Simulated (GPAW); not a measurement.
# CuAgO2 (Pmmm): the Cu K absorption edge

Aim: the dependence of the Cu K near-edge features of CuAgO2 (Pmmm) on volume.

Program: GPAW 26.7.0. Level of theory: X-ray absorption from dipole matrix elements to empty bands, plane-wave PAW LDA. Results are calculated unless marked as measured.

Report form: the programs' logs are mostly left out.

## (1) The starting structure

Symmetry: Pmmm, No. 47, orthorhombic system. The conventional cell has a = 2.816 Å, b = 3.354 Å, c = 5.404 Å, α = 90.00°, β = 90.00°, γ = 90.00°. Nearest to Ag lie 4 O at 2.23 Å. Nearest to Cu lie 4 O at 1.88 Å. Nearest to O lie 2 Cu at 1.88 Å and 2 Ag at 2.23 Å. Farther neighbours and most contacts between anions are not listed.

As a file:

```cif
data_structure
_symmetry_space_group_name_H-M 'P 1'
_symmetry_Int_Tables_number 1
_cell_length_a 4.3796
_cell_length_b 6.3603
_cell_length_c 6.0941
_cell_angle_alpha 41.107
_cell_angle_beta 72.710
_cell_angle_gamma 66.183
_cell_volume 102.10
loop_
_atom_site_label
_atom_site_type_symbol
_atom_site_fract_x
_atom_site_fract_y
_atom_site_fract_z
_atom_site_occupancy
Ag1 Ag 0.00000 0.00000 0.00000 1
Ag2 Ag 0.50000 0.50000 0.50000 1
Cu3 Cu 0.25000 0.25000 0.25000 1
Cu4 Cu 0.75000 0.75000 0.75000 1
O5 O 0.88542 0.61458 0.11458 1
O6 O 0.38542 0.11458 0.61458 1
O7 O 0.11458 0.38542 0.88542 1
O8 O 0.61458 0.88542 0.38542 1
```

## (2) The field without a hole

A plain self-consistent run shows whether there is a gap and which moments survive; both decide the set-up of the core-hole run.

The input, scf.py:

```python
import numpy as np
from ase import Atoms
from ase.parallel import parprint, paropen
from gpaw import GPAW, PW, FermiDirac, Mixer, MixerDif, setup_paths
from gpaw.test import gen
setup_paths.insert(0, '.')
gen('Cu', name='nch1s', xcname='LDA', corehole=(1, 0, 0), write_xml=True)
from gpaw.mpi import world
world.barrier()

atoms = Atoms('Ag2Cu2O4',
    cell=[[2.81644281, 3.35389257, 0],
     [0, 3.35389257, 5.40417723],
     [2.81644281, 0, 5.40417723]],
    scaled_positions=[[0, 0, 0],
     [0.5, 0.5, 0.5],
     [0.25, 0.25, 0.25],
     [0.75, 0.75, 0.75],
     [0.88542489, 0.61457511, 0.11457511],
     [0.38542489, 0.11457511, 0.61457511],
     [0.11457511, 0.38542489, 0.88542489],
     [0.61457511, 0.88542489, 0.38542489]],
    magmoms=[0.0, 0.0, 1.0, -1.0, 0.0, 0.0, 0.0, 0.0],
    pbc=True)
atoms.calc = calc = GPAW(legacy_gpaw=True, mode=PW(500), xc='LDA', setups={2: 'nch1s'},
    kpts={'size': (4, 4, 4), 'gamma': True}, occupations=FermiDirac(0.05),
    charge=0, mixer=MixerDif(0.05, 8, 50), maxiter=150,
    convergence={'density': 0.0001}, txt='scf.txt')
energy = atoms.get_potential_energy() + calc.get_reference_energy()
ef = calc.get_fermi_level()
out = dict(energy=energy, fermi=ef, forces=atoms.get_forces().tolist(), magmoms=atoms.get_magnetic_moments().tolist())
parprint(f'all-electron energy {energy:.4f} eV, Fermi level {ef:.4f} eV')
ev = np.array([[calc.get_eigenvalues(k, s) for k in range(len(calc.get_ibz_k_points()))] for s in range(calc.get_number_of_spins())])
out['homo'], out['lumo'], out['counts'] = ev[ev < ef].max(), ev[ev > ef].min(), sorted(set((ev < ef).sum((0, 2)).tolist()))
out['filled'] = (ev[:, 0] < ef).sum(1).tolist()
import json
with paropen('out.json', 'w') as f:
    json.dump(out, f)
```

On the command line:

```bash
$ OMP_NUM_THREADS=1 mpirun -n 2 gpaw python scf.py
```

Wall time 3.3 min (2 MPI ranks of Arm Neoverse V1, shared host); peak memory 0.55 GiB; 6.5 min of CPU time.

The mesh shows no gap, so the system is treated as a metal and the core electron is put at the Fermi level (neutral cell).

## (3) Supercell without a hole, the energy reference

The photon energy needs a difference of total energies, so the cell and mesh of the coming hole run are first run without a hole.

Changes to scf.py since step 2:

```diff
@@ -10,18 +10,26 @@
 
-atoms = Atoms('Ag2Cu2O4',
-    cell=[[2.81644281, 3.35389257, 0],
+atoms = Atoms('Ag4Cu4O8',
+    cell=[[5.63288562, 0, 0],
      [0, 3.35389257, 5.40417723],
-     [2.81644281, 0, 5.40417723]],
+     [0, -3.35389257, 5.40417723]],
     scaled_positions=[[0, 0, 0],
      [0.5, 0.5, 0.5],
-     [0.25, 0.25, 0.25],
-     [0.75, 0.75, 0.75],
-     [0.88542489, 0.61457511, 0.11457511],
-     [0.38542489, 0.11457511, 0.61457511],
-     [0.11457511, 0.38542489, 0.88542489],
-     [0.61457511, 0.88542489, 0.38542489]],
-    magmoms=[0.0, 0.0, 1.0, -1.0, 0.0, 0.0, 0.0, 0.0],
+     [0.5, 0, 0],
+     [0, 0.5, 0.5],
+     [0.25, 0.5, 0],
+     [0.75, 0, 0.5],
+     [0.75, 0.5, 0],
+     [0.25, 0, 0.5],
+     [0.5, 0.11457511, 0.61457511],
+     [0, 0.61457511, 0.11457511],
+     [0.5, 0.61457511, 0.11457511],
+     [0, 0.11457511, 0.61457511],
+     [0.5, 0.88542489, 0.38542489],
+     [0, 0.38542489, 0.88542489],
+     [0.5, 0.38542489, 0.88542489],
+     [0, 0.88542489, 0.38542489]],
+    magmoms=[0.0, 0.0, 0.0, 0.0, 1.0, 1.0, -1.0, -1.0, 0.0, 0.0, 0.0, 0.0, 0.0, 0.0, 0.0, 0.0],
     pbc=True)
-atoms.calc = calc = GPAW(legacy_gpaw=True, mode=PW(500), xc='LDA', setups={2: 'nch1s'},
-    kpts={'size': (4, 4, 4), 'gamma': True}, occupations=FermiDirac(0.05),
+atoms.calc = calc = GPAW(legacy_gpaw=True, mode=PW(500), xc='LDA', setups={4: 'nch1s'},
+    kpts={'size': (3, 3, 3), 'gamma': True}, occupations=FermiDirac(0.1),
     charge=0, mixer=MixerDif(0.05, 8, 50), maxiter=150,
```

It took 4 min on 2 MPI ranks; peak memory 0.58 GiB.

Reference energy: -773969.711 eV with the cores included.

## (4) Spectrum with XCH, Cu atom 3

The holes are 5.6 Å apart. In GPAW the data set carries the hole's charge, so charge=0 means a charged cell and charge=-1 a neutral one. The excited electron is kept in the cell, where it fills the lowest empty states and screens the hole. After the field has converged, empty bands are computed with the density fixed and the dipole matrix elements are summed.

The absorber has 4 O at 1.88 Å (square planar, site symmetry mmm).

The input, xas.py:

```python
import numpy as np
from ase import Atoms
from ase.parallel import parprint, paropen
from gpaw import GPAW, PW, FermiDirac, Mixer, MixerDif, setup_paths
from gpaw.test import gen
setup_paths.insert(0, '.')
gen('Cu', name='fch1s', xcname='LDA', corehole=(1, 0, 1), write_xml=True)
from gpaw.mpi import world
world.barrier()

atoms = Atoms('Ag4Cu4O8',
    cell=[[5.63288562, 0, 0],
     [0, 3.35389257, 5.40417723],
     [0, -3.35389257, 5.40417723]],
    scaled_positions=[[0, 0, 0],
     [0.5, 0.5, 0.5],
     [0.5, 0, 0],
     [0, 0.5, 0.5],
     [0.25, 0.5, 0],
     [0.75, 0, 0.5],
     [0.75, 0.5, 0],
     [0.25, 0, 0.5],
     [0.5, 0.11457511, 0.61457511],
     [0, 0.61457511, 0.11457511],
     [0.5, 0.61457511, 0.11457511],
     [0, 0.11457511, 0.61457511],
     [0.5, 0.88542489, 0.38542489],
     [0, 0.38542489, 0.88542489],
     [0.5, 0.38542489, 0.88542489],
     [0, 0.88542489, 0.38542489]],
    magmoms=[0.0, 0.0, 0.0, 0.0, 1.0, 1.0, -1.0, -1.0, 0.0, 0.0, 0.0, 0.0, 0.0, 0.0, 0.0, 0.0],
    pbc=True)
atoms.calc = calc = GPAW(legacy_gpaw=True, mode=PW(500), xc='LDA', setups={4: 'fch1s'},
    kpts={'size': (3, 3, 3), 'gamma': True}, occupations=FermiDirac(0.1),
    charge=-1, mixer=MixerDif(0.05, 8, 50), maxiter=150,
    convergence={'density': 0.0001}, txt='scf.txt')
energy = atoms.get_potential_energy() + calc.get_reference_energy()
ef = calc.get_fermi_level()
out = dict(energy=energy, fermi=ef, forces=atoms.get_forces().tolist(), magmoms=atoms.get_magnetic_moments().tolist())
parprint(f'all-electron energy {energy:.4f} eV, Fermi level {ef:.4f} eV')
ev = np.array([[calc.get_eigenvalues(k, s) for k in range(len(calc.get_ibz_k_points()))] for s in range(calc.get_number_of_spins())])
out['homo'], out['lumo'], out['counts'] = ev[ev < ef].max(), ev[ev > ef].min(), sorted(set((ev < ef).sum((0, 2)).tolist()))
out['filled'] = (ev[:, 0] < ef).sum(1).tolist()

from ase.units import Ha
from gpaw.xas import dipole_matrix_elements
nb = int(calc.get_number_of_electrons() / 2) + 124
top, nb = nb, nb + 8 + nb // 12
nscf = calc.fixed_density(kpts={'size': (3, 3, 3), 'gamma': True}, nbands=nb,
    convergence={'bands': top, 'eigenstates': 1e-5}, maxiter=60, txt='nscf.txt')
cell = atoms.cell.array
ops = [cell.T @ U.T @ np.linalg.inv(cell.T) for U in nscf.wfs.kd.symmetry.op_scc]
E = np.arange(-6, 34, 0.1)
fwhm = np.interp(E, [4, 25], [1.55, 3.5])
Y, X, zero, highest = 0, 0, 1e9, 1e9
for spin in range(nscf.get_number_of_spins()):
    wfs = nscf.wfs
    A = dipole_matrix_elements(wfs.setups[4])
    eps = np.zeros((wfs.kd.nibzkpts, nb))
    d = np.zeros((3, A.shape[1], wfs.kd.nibzkpts, nb), complex)
    for kpt in wfs.kpt_u:
        if kpt.s == spin and 4 in kpt.P_ani:
            eps[kpt.k] = kpt.eps_n * Ha
            d[:, :, kpt.k] = (kpt.weight * wfs.nspins / 2) ** 0.5 * np.inner(A, kpt.P_ani[4])
    world.sum(eps)
    world.sum(d)
    T = np.einsum('amkn,bmkn->abkn', d, d.conj()).real
    T = sum(np.einsum('ai,ijkn,bj->abkn', R, T, R) for R in ops) / len(ops)
    empty = eps > ef
    zero, highest = min(zero, eps[empty].min()), min(highest, eps[:, top - 1].min())
    lines = [(eps, T, empty)] if spin == 0 else lines + [(eps, T, empty)]
for eps, T, empty in lines:
    f = np.einsum('aakn->akn', T).reshape(3, -1)
    x = eps.ravel() - zero
    w = np.interp(x, E, fwhm) / 2.35482
    g = np.exp(-0.5 * ((E[:, None] - x) / w) ** 2) / (w * (2 * np.pi) ** 0.5)
    Y = Y + (f * empty.ravel()) @ g.T
    X = X + (f * ~empty.ravel()) @ g.T
out.update(E=E.round(2).tolist(), xas=Y.tolist(), xes=X.tolist(), zero=zero, valid=highest - zero, nk=len(eps), nb=nb)
for i in range(0, len(E), 10):
    parprint(f'{E[i]:7.2f}', *(f'{v:10.3e}' for v in Y[:, i]))
import json
with paropen('out.json', 'w') as f:
    json.dump(out, f)
```

On the command line:

```bash
$ OMP_NUM_THREADS=1 mpirun -n 2 gpaw python xas.py
```

The job ended after 9.9 min (2 MPI ranks; peak memory 0.95 GiB; 20 min of CPU time).

The Cu K spectrum, Cu atom 3, excited-electron core hole (neutral cell) (energy from the lowest empty level; intensity scaled to a mean of 1 over the first 20 eV; polarised curves are means over the symmetry-equivalent atoms):

| E (eV) | isotropic | ε ∥ x | ε ∥ y | ε ∥ z |
| --- | --- | --- | --- | --- |
| -2.0 | 0.00 | 0.00 | 0.00 | 0.00 |
| -1.4 | 0.00 | 0.00 | 0.00 | 0.00 |
| -0.8 | 0.01 | 0.01 | 0.00 | 0.01 |
| -0.2 | 0.02 | 0.02 | 0.01 | 0.02 |
| 0.4 | 0.03 | 0.03 | 0.01 | 0.03 |
| 1.0 | 0.02 | 0.03 | 0.01 | 0.02 |
| 1.6 | 0.03 | 0.02 | 0.04 | 0.02 |
| 2.2 | 0.07 | 0.04 | 0.16 | 0.02 |
| 2.8 | 0.20 | 0.07 | 0.48 | 0.04 |
| 3.4 | 0.43 | 0.08 | 1.16 | 0.07 |
| 4.0 | 0.70 | 0.06 | 1.97 | 0.08 |
| 4.6 | 0.79 | 0.03 | 2.27 | 0.07 |
| 5.2 | 0.65 | 0.02 | 1.87 | 0.06 |
| 5.8 | 0.44 | 0.03 | 1.21 | 0.07 |
| 6.4 | 0.27 | 0.06 | 0.65 | 0.09 |
| 7.0 | 0.21 | 0.08 | 0.40 | 0.16 |
| 7.6 | 0.26 | 0.11 | 0.42 | 0.24 |
| 8.2 | 0.37 | 0.16 | 0.64 | 0.29 |
| 8.8 | 0.54 | 0.24 | 1.07 | 0.32 |
| 9.4 | 0.80 | 0.29 | 1.79 | 0.33 |
| 10.0 | 1.13 | 0.30 | 2.72 | 0.38 |
| 10.6 | 1.43 | 0.29 | 3.43 | 0.55 |
| 11.2 | 1.54 | 0.31 | 3.39 | 0.92 |
| 11.8 | 1.46 | 0.36 | 2.57 | 1.46 |
| 12.4 | 1.35 | 0.46 | 1.57 | 2.03 |
| 13.0 | 1.34 | 0.62 | 0.91 | 2.49 |
| 13.6 | 1.42 | 0.92 | 0.64 | 2.69 |
| 14.2 | 1.51 | 1.42 | 0.54 | 2.58 |
| 14.8 | 1.63 | 2.14 | 0.48 | 2.25 |
| 15.4 | 1.79 | 3.03 | 0.43 | 1.90 |
| 16.0 | 1.98 | 3.86 | 0.41 | 1.66 |
| 16.6 | 2.10 | 4.34 | 0.40 | 1.54 |
| 17.2 | 2.08 | 4.28 | 0.43 | 1.53 |
| 17.8 | 1.92 | 3.74 | 0.47 | 1.57 |
| 18.4 | 1.71 | 2.96 | 0.52 | 1.64 |
| 19.0 | 1.50 | 2.19 | 0.58 | 1.72 |
| 19.6 | 1.33 | 1.58 | 0.64 | 1.77 |
| 20.2 | 1.21 | 1.19 | 0.71 | 1.74 |
| 20.8 | 1.15 | 1.00 | 0.79 | 1.67 |
| 21.4 | 1.16 | 0.97 | 0.88 | 1.64 |
| 22.0 | 1.24 | 1.01 | 0.99 | 1.70 |
| 22.6 | 1.33 | 1.08 | 1.10 | 1.80 |
| 23.2 | 1.39 | 1.13 | 1.20 | 1.85 |
| 23.8 | 1.40 | 1.16 | 1.27 | 1.77 |
| 24.4 | 1.36 | 1.19 | 1.31 | 1.59 |
| 25.0 | 1.29 | 1.21 | 1.32 | 1.34 |
| 25.6 | 1.21 | 1.22 | 1.29 | 1.12 |
| 26.2 | 1.15 | 1.22 | 1.27 | 0.95 |
| 26.8 | 1.11 | 1.22 | 1.26 | 0.85 |
| 27.4 | 1.10 | 1.21 | 1.29 | 0.80 |
| 28.0 | 1.11 | 1.21 | 1.34 | 0.79 |
| 28.6 | 1.14 | 1.21 | 1.40 | 0.81 |
| 29.2 | 1.15 | 1.20 | 1.44 | 0.83 |
| 29.8 | 1.16 | 1.17 | 1.44 | 0.86 |
| 30.4 | 1.15 | 1.15 | 1.41 | 0.89 |
| 31.0 | 1.15 | 1.15 | 1.37 | 0.93 |
| 31.6 | 1.15 | 1.18 | 1.31 | 0.96 |

Main maxima below 30 eV (height): 4.6 eV (0.79), 11.2 eV (1.54), 16.8 eV (2.11), 23.6 eV (1.41) and 29.6 eV (1.16). A K edge sees empty p states on the absorber.

The total-energy difference is 8960.85 eV. The tabulated edge of the element is 8979 eV. The functional leaves an error in such absolute values: in the free atom LDA prices this hole 18.3 eV below PBE (computed apart), and PBE is itself good to a few eV.

## (5) Reference energy of the supercell

The cell changes for the next run, so it gets a reference energy of its own.

The cell differs from the one that the last finished run ended in (a 5.633 → 5.576 Å, b 6.360 → 6.296 Å, c 6.360 → 6.296 Å).

Changes to scf.py since step 3:

```diff
@@ -11,5 +11,5 @@
 atoms = Atoms('Ag4Cu4O8',
-    cell=[[5.63288562, 0, 0],
-     [0, 3.35389257, 5.40417723],
-     [0, -3.35389257, 5.40417723]],
+    cell=[[5.5759839, 0, 0],
+     [0, 3.32001255, 5.34958585],
+     [0, -3.32001255, 5.34958585]],
     scaled_positions=[[0, 0, 0],
```

On the command line:

```bash
$ OMP_NUM_THREADS=1 mpirun -n 2 gpaw python scf.py
```

The job ended after 4 min (2 MPI ranks; peak memory 0.58 GiB; 7.9 min of CPU time).

Reference energy: -773969.844 eV with the cores included.

## (6) Spectrum with XCH, Cu atom 3

Shorter bonds are expected to push antibonding states and scattering resonances up, and longer ones down; the cell is scaled to test that.

Changed against the first core-hole run: volume scale from 1 to 0.97.

Changes to xas.py since step 4:

```diff
@@ -11,5 +11,5 @@
 atoms = Atoms('Ag4Cu4O8',
-    cell=[[5.63288562, 0, 0],
-     [0, 3.35389257, 5.40417723],
-     [0, -3.35389257, 5.40417723]],
+    cell=[[5.5759839, 0, 0],
+     [0, 3.32001255, 5.34958585],
+     [0, -3.32001255, 5.34958585]],
     scaled_positions=[[0, 0, 0],
@@ -46,3 +46,3 @@
 from gpaw.xas import dipole_matrix_elements
-nb = int(calc.get_number_of_electrons() / 2) + 124
+nb = int(calc.get_number_of_electrons() / 2) + 121
 top, nb = nb, nb + 8 + nb // 12
```

On the command line:

```bash
$ OMP_NUM_THREADS=1 mpirun -n 2 gpaw python xas.py
```

Wall time 10 min (2 MPI ranks); peak memory 0.94 GiB.

| E (eV) | first run | this run |
| --- | --- | --- |
| -2.0 | 0.00 | 0.00 |
| -1.0 | 0.00 | 0.00 |
| 0.0 | 0.02 | 0.02 |
| 1.0 | 0.02 | 0.02 |
| 2.0 | 0.05 | 0.06 |
| 3.0 | 0.26 | 0.29 |
| 4.0 | 0.70 | 0.73 |
| 5.0 | 0.71 | 0.71 |
| 6.0 | 0.37 | 0.37 |
| 7.0 | 0.21 | 0.20 |
| 8.0 | 0.32 | 0.30 |
| 9.0 | 0.62 | 0.57 |
| 10.0 | 1.13 | 1.06 |
| 11.0 | 1.53 | 1.53 |
| 12.0 | 1.42 | 1.46 |
| 13.0 | 1.34 | 1.32 |
| 14.0 | 1.48 | 1.43 |
| 15.0 | 1.67 | 1.59 |
| 16.0 | 1.98 | 1.89 |
| 17.0 | 2.10 | 2.12 |
| 18.0 | 1.85 | 1.98 |
| 19.0 | 1.50 | 1.62 |
| 20.0 | 1.24 | 1.33 |
| 21.0 | 1.15 | 1.17 |
| 22.0 | 1.24 | 1.21 |
| 23.0 | 1.38 | 1.36 |
| 24.0 | 1.39 | 1.43 |
| 25.0 | 1.29 | 1.36 |
| 26.0 | 1.17 | 1.23 |
| 27.0 | 1.10 | 1.13 |
| 28.0 | 1.11 | 1.11 |
| 29.0 | 1.15 | 1.15 |
| 30.0 | 1.15 | 1.18 |
| 31.0 | 1.15 | 1.17 |
| 32.0 | 1.15 | 1.17 |

The scaled spectrum changes by 4 % r.m.s. The highest intensity below 24 eV goes from 16.8 eV (2.11) to 17.2 eV (2.12).

The photon energy of the zero moves by +0.10 eV.

## (7) Reference energy of the supercell

The cell differs from the one that the last finished run ended in (a 5.576 → 5.743 Å, b 6.296 → 6.485 Å, c 6.296 → 6.485 Å).

Changes to scf.py since step 5:

```diff
@@ -11,5 +11,5 @@
 atoms = Atoms('Ag4Cu4O8',
-    cell=[[5.5759839, 0, 0],
-     [0, 3.32001255, 5.34958585],
-     [0, -3.32001255, 5.34958585]],
+    cell=[[5.74336241, 0, 0],
+     [0, 3.41967187, 5.5101684],
+     [0, -3.41967187, 5.5101684]],
     scaled_positions=[[0, 0, 0],
```

On the command line:

```bash
$ OMP_NUM_THREADS=1 mpirun -n 2 gpaw python scf.py
```

Wall time 4.6 min (2 MPI ranks); peak memory 0.57 GiB.

Reference energy: -773968.966 eV with the cores included.

## (8) Spectrum with XCH, Cu atom 3

Changed against the first core-hole run: volume scale from 1 to 1.06.

Changes to xas.py since step 6:

```diff
@@ -11,5 +11,5 @@
 atoms = Atoms('Ag4Cu4O8',
-    cell=[[5.5759839, 0, 0],
-     [0, 3.32001255, 5.34958585],
-     [0, -3.32001255, 5.34958585]],
+    cell=[[5.74336241, 0, 0],
+     [0, 3.41967187, 5.5101684],
+     [0, -3.41967187, 5.5101684]],
     scaled_positions=[[0, 0, 0],
@@ -46,3 +46,3 @@
 from gpaw.xas import dipole_matrix_elements
-nb = int(calc.get_number_of_electrons() / 2) + 121
+nb = int(calc.get_number_of_electrons() / 2) + 131
 top, nb = nb, nb + 8 + nb // 12
```

On the command line:

```bash
$ OMP_NUM_THREADS=1 mpirun -n 2 gpaw python xas.py
```

Run time: 10 min. Hardware: 2 MPI ranks; peak memory 0.96 GiB.

| E (eV) | first run | this run |
| --- | --- | --- |
| -2.0 | 0.00 | 0.00 |
| -1.0 | 0.00 | 0.00 |
| 0.0 | 0.02 | 0.02 |
| 1.0 | 0.02 | 0.02 |
| 2.0 | 0.05 | 0.04 |
| 3.0 | 0.26 | 0.23 |
| 4.0 | 0.70 | 0.66 |
| 5.0 | 0.71 | 0.71 |
| 6.0 | 0.37 | 0.36 |
| 7.0 | 0.21 | 0.24 |
| 8.0 | 0.32 | 0.39 |
| 9.0 | 0.62 | 0.75 |
| 10.0 | 1.13 | 1.26 |
| 11.0 | 1.53 | 1.50 |
| 12.0 | 1.42 | 1.38 |
| 13.0 | 1.34 | 1.43 |
| 14.0 | 1.48 | 1.61 |
| 15.0 | 1.67 | 1.86 |
| 16.0 | 1.98 | 2.07 |
| 17.0 | 2.10 | 1.95 |
| 18.0 | 1.85 | 1.59 |
| 19.0 | 1.50 | 1.28 |
| 20.0 | 1.24 | 1.13 |
| 21.0 | 1.15 | 1.15 |
| 22.0 | 1.24 | 1.29 |
| 23.0 | 1.38 | 1.36 |
| 24.0 | 1.39 | 1.29 |
| 25.0 | 1.29 | 1.16 |
| 26.0 | 1.17 | 1.08 |
| 27.0 | 1.10 | 1.08 |
| 28.0 | 1.11 | 1.11 |
| 29.0 | 1.15 | 1.11 |
| 30.0 | 1.15 | 1.10 |
| 31.0 | 1.15 | 1.11 |
| 32.0 | 1.15 | 1.09 |

Against the first run the r.m.s. difference is 8 %. The highest intensity below 24 eV goes from 16.8 eV (2.11) to 16.2 eV (2.08).

The photon energy of the zero moves by -0.18 eV.

## (9) Reference energy of the supercell

The cell differs from the one that the last finished run ended in (a 5.743 → 5.797 Å, b 6.485 → 6.546 Å, c 6.485 → 6.546 Å).

Changes to scf.py since step 7:

```diff
@@ -11,5 +11,5 @@
 atoms = Atoms('Ag4Cu4O8',
-    cell=[[5.74336241, 0, 0],
-     [0, 3.41967187, 5.5101684],
-     [0, -3.41967187, 5.5101684]],
+    cell=[[5.7970418, 0, 0],
+     [0, 3.45163327, 5.56166828],
+     [0, -3.45163327, 5.56166828]],
     scaled_positions=[[0, 0, 0],
```

On the command line:

```bash
$ OMP_NUM_THREADS=1 mpirun -n 2 gpaw python scf.py
```

The job ended after 4.9 min (2 MPI ranks; peak memory 0.6 GiB; 9.9 min of CPU time).

Reference energy: -773968.436 eV with the cores included.

(Continued in part 2 of 2.)

[Logs are printed without paths, hosts, clocks, repeated set-up lines and the standing remarks that a program may print on its own settings, such as how far it seeks lower states.]

[Hosts, paths, dates, database ids (printed as entryN), source tags and the programs' standing remarks are cut or masked in the printed files.]

[Lists of maxima count a maximum above −3 eV only where it reaches 4 % of the highest in the window and stands out from its surroundings by 2 % of it (1.5 % where it reaches 55 %); shoulders and weaker maxima are passed over, and of the rest the first, up to two pre-edge ones and the few strongest are named.]
